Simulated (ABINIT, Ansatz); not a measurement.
# BaZrO3 (Pm-3m): zone-centre phonons, part 2 of 3

Wanted: the vibrations of BaZrO3 (Pm-3m) at Γ, by two programs.

ABINIT 10.8.3; DFT LDA, scalar-relativistic, plane waves, PseudoDojo norm-conserving pseudopotentials.

So far. Step 3 (Ground state): The cell stands at -0.78 GPa: the relaxation ran with a smoothed and higher cutoff, and the difference is a stress of the finite basis. Step 5 (Linear response at Γ): The acoustic modes at Γ come out as far as 1.3 cm⁻¹ from zero, where they should vanish, a small numerical error; the Born charges miss their sum rule by 0.011 e, which is good. The relaxed cell has a = 4.150 Å (conventional setting).

### Step 6. Modes with the sum rule

anaddb reads the merged derivatives, imposes the acoustic sum rule and charge neutrality, and adds the LO-TO term along chosen directions.

Contents of anaddb.abi:

```
ddb_filepath "gamma_DDB"
output_file "anaddb.abo"
outdata_prefix "anaddb"
asr 1
chneut 1
enunit 2
eivec 1
nph1l 1
qph1l 0.0 0.0 0.0 1.0
dieflag 1
nph2l 3
qph2l 
    1.0 0.0 0.0 0.0
    0.0 0.0 1.0 0.0
    1.0 1.0 1.0 0.0
```

Contents of mrgddb.in:

```
gamma_DDB
merged
2
dfpt_gammao_DS2_DDB
gso_DDB
```

Command:

```bash
> mrgddb < mrgddb.in > mrgddb.log
> OMP_NUM_THREADS=1 anaddb anaddb.abi > anaddb.log
```

anaddb.abo, the main output file:

```text
[banners, grids, parts of the stress and lines that vanish by symmetry left out]
-outvars_anaddb: echo values of input variables ----------------------

 Flags :
[...]
Dielectric Tensor and Effective Charges
[...]
Effective charge tensors after
[...]
Phonon wavevector (reduced coordinates) :  0.00000  0.00000  0.00000
 Phonon energies in Hartree :
[...]
Phonon energies in meV     :
-  0.000000E+00  0.000000E+00  0.000000E+00  1.206795E+01  1.206795E+01
-  1.206795E+01  2.144795E+01  2.144795E+01  2.144795E+01  2.406856E+01
-  2.406856E+01  2.406856E+01  6.507670E+01  6.507670E+01  6.507670E+01
 Phonon frequencies in cm-1    :
-  0.000000E+00  0.000000E+00  0.000000E+00  9.733462E+01  9.733462E+01
-  9.733462E+01  1.729894E+02  1.729894E+02  1.729894E+02  1.941261E+02
-  1.941261E+02  1.941261E+02  5.248790E+02  5.248790E+02  5.248790E+02
 Phonon frequencies in Thz     :
-  0.000000E+00  0.000000E+00  0.000000E+00  2.918018E+00  2.918018E+00
-  2.918018E+00  5.186091E+00  5.186091E+00  5.186091E+00  5.819753E+00
-  5.819753E+00  5.819753E+00  1.573548E+01  1.573548E+01  1.573548E+01
 Phonon energies in Kelvin  :
-  0.000000E+00  0.000000E+00  0.000000E+00  1.400428E+02  1.400428E+02
-  1.400428E+02  2.488931E+02  2.488931E+02  2.488931E+02  2.793041E+02
-  2.793041E+02  2.793041E+02  7.551837E+02  7.551837E+02  7.551837E+02
[...]
-  1  0.00000000E+00  0.00000000E+00  1.40842549E-03
-     0.00000000E+00  0.00000000E+00  0.00000000E+00
-  2  0.00000000E+00  0.00000000E+00  1.40842459E-03
-     0.00000000E+00  0.00000000E+00  0.00000000E+00
-  3  0.00000000E+00  0.00000000E+00  1.40842471E-03
-     0.00000000E+00  0.00000000E+00  0.00000000E+00
-  4  0.00000000E+00  0.00000000E+00  1.40842471E-03
-     0.00000000E+00  0.00000000E+00  0.00000000E+00
-  5  0.00000000E+00  0.00000000E+00  1.40842485E-03
-     0.00000000E+00  0.00000000E+00  0.00000000E+00
[...]
-  1  0.00000000E+00  1.40842549E-03  0.00000000E+00
-     0.00000000E+00  0.00000000E+00  0.00000000E+00
-  2  0.00000000E+00  1.40842459E-03  0.00000000E+00
-     0.00000000E+00  0.00000000E+00  0.00000000E+00
-  3  0.00000000E+00  1.40842471E-03  0.00000000E+00
-     0.00000000E+00  0.00000000E+00  0.00000000E+00
-  4  0.00000000E+00  1.40842485E-03  0.00000000E+00
-     0.00000000E+00  0.00000000E+00  0.00000000E+00
-  5  0.00000000E+00  1.40842471E-03  0.00000000E+00
-     0.00000000E+00  0.00000000E+00  0.00000000E+00
[...]
-  1  1.40842549E-03  0.00000000E+00  0.00000000E+00
-     0.00000000E+00  0.00000000E+00  0.00000000E+00
-  2  1.40842459E-03  0.00000000E+00  0.00000000E+00
-     0.00000000E+00  0.00000000E+00  0.00000000E+00
-  3  1.40842485E-03  0.00000000E+00  0.00000000E+00
-     0.00000000E+00  0.00000000E+00  0.00000000E+00
-  4  1.40842471E-03  0.00000000E+00  0.00000000E+00
-     0.00000000E+00  0.00000000E+00  0.00000000E+00
[...]
-  5  1.39611201E-03  0.00000000E+00  0.00000000E+00
-     0.00000000E+00  0.00000000E+00  0.00000000E+00
[...]
-     1          0.000000     0.000000     0.000000     0.000000
-     2          0.000000     0.000000    -0.000000     0.000000
[...]
-   1     Real    0.0000E+00  0.0000E+00  0.0000E+00  0.0000E+00  0.0000E+00  0.0000E+00  0.0000E+00
[...]
-   2     Real    0.0000E+00  0.0000E+00  0.0000E+00  0.0000E+00  0.0000E+00  0.0000E+00  0.0000E+00
[...]
-   3     Real    0.0000E+00  0.0000E+00  0.0000E+00  0.0000E+00  0.0000E+00  0.0000E+00  0.0000E+00
[...]
-   4     Real    0.0000E+00  3.2045E-13  3.0721E-04 -1.1083E-14 -3.4316E-10  9.9221E-09  3.0721E-04
[...]
-   5     Real    4.1155E-14  3.0721E-04  3.2045E-13  3.5558E-09 -1.1484E-13 -9.9221E-09  3.0721E-04
[...]
-   6     Real    3.0721E-04  4.1155E-14  0.0000E+00 -3.5558E-09  3.4328E-10  0.0000E+00  3.0721E-04
[...]
-   7     Real    0.0000E+00  0.0000E+00  0.0000E+00  0.0000E+00  0.0000E+00  0.0000E+00  0.0000E+00
[...]
-   8     Real    0.0000E+00  0.0000E+00  0.0000E+00  0.0000E+00  0.0000E+00  0.0000E+00  0.0000E+00
[...]
-   9     Real    0.0000E+00  0.0000E+00  0.0000E+00  0.0000E+00  0.0000E+00  0.0000E+00  0.0000E+00
[...]
-  10     Real    0.0000E+00  1.2255E-14  4.9368E-04  0.0000E+00 -7.5704E-10  2.4597E-09  4.9368E-04
[...]
-  11     Real    4.6478E-13  4.9368E-04  1.2255E-14 -1.5148E-08  7.5472E-14 -2.4597E-09  4.9368E-04
[...]
-  12     Real    4.9368E-04  4.6478E-13  0.0000E+00  1.5148E-08  7.5696E-10  2.3226E-14  4.9368E-04
[...]
-  13     Real    0.0000E+00  0.0000E+00  5.2633E-04  0.0000E+00  0.0000E+00  0.0000E+00  5.2633E-04
[...]
-  14     Real    0.0000E+00  5.2633E-04  0.0000E+00 -1.1668E-09  0.0000E+00  0.0000E+00  5.2633E-04
[...]
-  15     Real    5.2633E-04  0.0000E+00  0.0000E+00  1.1668E-09  0.0000E+00  0.0000E+00  5.2633E-04
[...]
Phonon at Gamma, with non-analyticity in the
[...]
Phonon energies in Hartree :
[...]
Phonon energies in meV     :
[...]
Phonon frequencies in cm-1    :
[...]
Phonon frequencies in Thz     :
[...]
Phonon energies in Kelvin  :
[...]
-  1.981825E+02  2.488931E+02  2.488931E+02  2.488931E+02  2.793041E+02
-  2.793041E+02  5.260453E+02  7.551837E+02  7.551837E+02  1.027363E+03
[...]
-  1  0.00000000E+00  0.00000000E+00 -1.40842549E-03
-     0.00000000E+00  0.00000000E+00  0.00000000E+00
-  2  0.00000000E+00  0.00000000E+00 -1.40842459E-03
-     0.00000000E+00  0.00000000E+00  0.00000000E+00
-  3  0.00000000E+00  0.00000000E+00 -1.40842471E-03
-     0.00000000E+00  0.00000000E+00  0.00000000E+00
-  4  0.00000000E+00  0.00000000E+00 -1.40842471E-03
-     0.00000000E+00  0.00000000E+00  0.00000000E+00
-  5  0.00000000E+00  0.00000000E+00 -1.40842485E-03
-     0.00000000E+00  0.00000000E+00  0.00000000E+00
[...]
Phonon at Gamma, with non-analyticity in the
[...]
Phonon energies in Hartree :
[...]
Phonon energies in meV     :
-  0.000000E+00  0.000000E+00  0.000000E+00  1.206795E+01  1.206795E+01
-  1.707804E+01  2.144795E+01  2.144795E+01  2.144795E+01  2.406856E+01
-  2.406856E+01  4.533108E+01  6.507670E+01  6.507670E+01  8.853134E+01
 Phonon frequencies in cm-1    :
-  0.000000E+00  0.000000E+00  0.000000E+00  9.733462E+01  9.733462E+01
[...]
Phonon frequencies in Thz     :
[...]
Phonon energies in Kelvin  :
[...]
Phonon at Gamma, with non-analyticity in the
[...]
Phonon energies in Hartree :
[...]
Phonon energies in meV     :
[...]
Phonon frequencies in cm-1    :
[...]
Phonon frequencies in Thz     :
[...]
Phonon energies in Kelvin  :
[...]
-  1.981825E+02  2.488931E+02  2.488931E+02  2.488931E+02  2.793041E+02
-  2.793041E+02  5.260453E+02  7.551837E+02  7.551837E+02  1.027363E+03
[...]
-  4  1.12173350E-03  2.86612714E-03 -3.85225513E-04
-     0.00000000E+00  0.00000000E+00  0.00000000E+00
-  5  1.12173350E-03 -7.36507983E-04  1.49910839E-03
-     0.00000000E+00  0.00000000E+00  0.00000000E+00
[...]
Direction                     Dielectric constant
[...]
0.00000   0.00000   1.00000     64.44858896
   1.00000   1.00000   1.00000     64.44858896
-
```

Run time: 1 s. Hardware: 1 thread of Intel Xeon Platinum 8488C (Sapphire Rapids), shared host.

Read from the output:

```yaml
lowest_optical_zone_centre_mode: 97.33 cm⁻¹
mean_static_dielectric_constant: 64.45
highest_mode_moved_by_the_lo_to_term: 714.0 cm⁻¹
```

No LO-TO term; unit eigenvectors of the mass-weighted matrix, from anaddb's displacements. The modes at Γ (shares of kinetic energy by element, %):

```csv
mode,frequency (cm⁻¹),symmetry,Ba %,Zr %,O %
1,0.0,acoustic,50,33,17
2,0.0,acoustic,50,33,17
3,0.0,acoustic,50,33,17
4,97.3,T1u,42,9,49
5,97.3,T1u,42,9,49
6,97.3,T1u,42,9,49
7,173.0,T2u,0,0,100
8,173.0,T2u,0,0,100
9,173.0,T2u,0,0,100
10,194.1,T1u,8,56,36
11,194.1,T1u,8,56,36
12,194.1,T1u,8,56,36
13,524.9,T1u,0,2,97
14,524.9,T1u,0,2,97
15,524.9,T1u,0,2,97
```

Displacements in mode 5 (97.3 cm⁻¹), the largest set to 1:
```
Ba1  0.00  0.48  0.00
Zr2  0.00 -0.27  0.00
O3   0.00 -1.00  0.00
O4   0.00 -0.58  0.00
O5   0.00 -1.00  0.00
```

Displacements in mode 11 (194.1 cm⁻¹), the largest set to 1:
```
Ba1  0.00 -0.24  0.00
Zr2  0.00  0.75  0.00
O3   0.00 -1.00  0.00
O4   0.00 -0.23  0.00
O5   0.00 -1.00  0.00
```

Trace of the oscillator strength, degenerate modes summed. Lines of the infrared spectrum (strongest = 100):

```csv
position (cm⁻¹),lines merged,"IR intensity, relative"
97,3,58
173,3,0.0
194,3,94
525,3,100
```

Static dielectric tensor (ions relaxed, fixed cell):

```
64.45  0.00  0.00
 0.00 64.45  0.00
 0.00  0.00 64.45
```

The rule moves no optical mode by more than 0.1 cm⁻¹.

[end of part 2 of 3]

[Host names and launcher messages were left out of these logs when they were recorded.]

[Logs are printed without paths, hosts, clocks, repeated set-up lines and the standing remarks that a program may print on its own settings, such as how far it seeks lower states.]

[Hosts, paths, dates, database ids (printed as entryN), source tags and the programs' standing remarks are cut or masked in the printed files.]
